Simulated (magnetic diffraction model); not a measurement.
# TmSClO₄: what an assumed order does to the neutron pattern

Space group P2_1/c (no. 14), a = 9.5340 Å, b = 6.6130 Å, c = 6.6540 Å, β = 104.89°.

```csv
site,atom,x,y,z
4e,Tm,0.7614,0.5891,0.3190
4e,Cl,0.0314,0.1403,0.8181
4e,S,0.6381,0.0536,0.2887
4e,O,0.7127,0.2412,0.7935
4e,O,0.5123,0.9102,0.7043
4e,O,0.2780,0.0700,0.5290
4e,O,0.3395,0.4442,0.3894
```

This is a made-up structure (elements placed in a structure type, unrelaxed), so the numbers test the method and describe no known phase.

Only Tm is taken to order (form factors of Tm3+); orders and moment sizes are assumed, and not adapted to the symmetry. Radiation: neutrons of λ = 4.2 Å, 3° to 100°; isotropic B of 0.47 Å² (Tm), 0.82 Å² (Cl), 0.77 Å² (S) and 0.8 Å² (O). The intensities are simulated: I ∝ L Σ (|F_N|² + |F_M⊥|²) for unpolarised neutrons, with F_M = 2.695 fm/μB × Σ f(s) S exp(2πi Q·r) exp(−B s²) at Q = H ± k (one set where k and −k are equivalent), only the part normal to Q counting and L = 1/(sin²θ cos θ). For collinear order S is the moment m, which repeats by lattice and centring translations R with the sign exp(−2πi k·R). Form factors are spin-only for 3d ions and dipole or tabulated for f ions, scattering lengths are Sears's of 1992, and absorption is left out. A label names one of the reflections at its angle. The strongest nuclear line in the range is 100, and lines under 0.2 are left out.

Assume the order k = (1/2 1/2 0), collinear moments along [100], 2.55 μB on Tm; signs + at (0.7614, 0.5891, 0.3190), − at (0.2386, 0.0891, 0.1810), + at (0.2386, 0.4109, 0.6810), − at (0.7614, 0.9109, 0.8190).

Q: Where does magnetic intensity appear, and how strong is it?

```csv
2θ (°),index,nuclear,magnetic
22.54,(1/2 1/2 0),0.0,18.8
26.35,(1 0 0),18.9,0.0
41.53,(1/2 1/2 -1),0.0,24.9
44.29,(3/2 1/2 0),0.0,1.7
46.02,(1 1 0),13.7,0.0
47.77,(1/2 1/2 1),0.0,19.7
51.88,(3/2 1/2 -1),0.0,7.8
54.20,(0 1 1),4.6,0.0
54.24,(2 0 0),18.4,0.0
56.11,(1 1 -1),4.8,0.0
58.65,(1/2 -3/2 0),0.0,18.2
66.13,(1 1 1),11.6,0.0
67.18,(3/2 1/2 1),0.0,7.5
67.50,(2 1 0),10.4,0.0
71.19,(2 1 -1),19.2,0.0
71.79,(3/2 3/2 0),0.0,9.4
72.53,(5/2 1/2 0),0.0,0.4
73.85,(5/2 1/2 -1),0.0,1.6
78.70,(1 0 -2),6.1,0.0
78.86,(0 2 0),20.5,0.0
81.55,(1/2 1/2 -2),0.0,2.6
81.56,(0 0 2),79.4,0.0
84.71,(3/2 1/2 -2),0.0,1.9
84.87,(1 2 0),27.8,0.0
86.28,(3 0 0),65.3,0.0
87.86,(2 0 -2),11.1,0.0
89.06,(2 1 1),2.8,0.0
90.33,(1 1 -2),19.2,0.0
90.35,(1/2 1/2 2),0.0,2.3
92.72,(1 2 -1),100.0,0.0
93.14,(0 1 2),39.5,0.0
95.92,(5/2 3/2 0),0.0,4.3
95.99,(5/2 1/2 1),0.0,3.3
96.32,(1 0 2),6.8,0.0
96.92,(3 1 -1),10.1,0.0
97.86,(3 1 0),4.8,0.0
99.46,(2 1 -2),0.4,0.0
99.81,(5/2 1/2 -2),0.0,1.0
```

The strongest magnetic line in the range is (1/2 1/2 -1) at 41.53° (24.9). On top of the Lorentz factor, which all lines share, magnetic lines fade with angle because f falls: for Tm3+ it is 0.97, 0.87, 0.75 and 0.49 at sin θ/λ = 0.1, 0.2, 0.3 and 0.5 Å⁻¹, while nuclear lengths stay constant. The order has no net moment.

[Logs are printed without paths, hosts, clocks, repeated set-up lines and the standing remarks that a program may print on its own settings, such as how far it seeks lower states.]
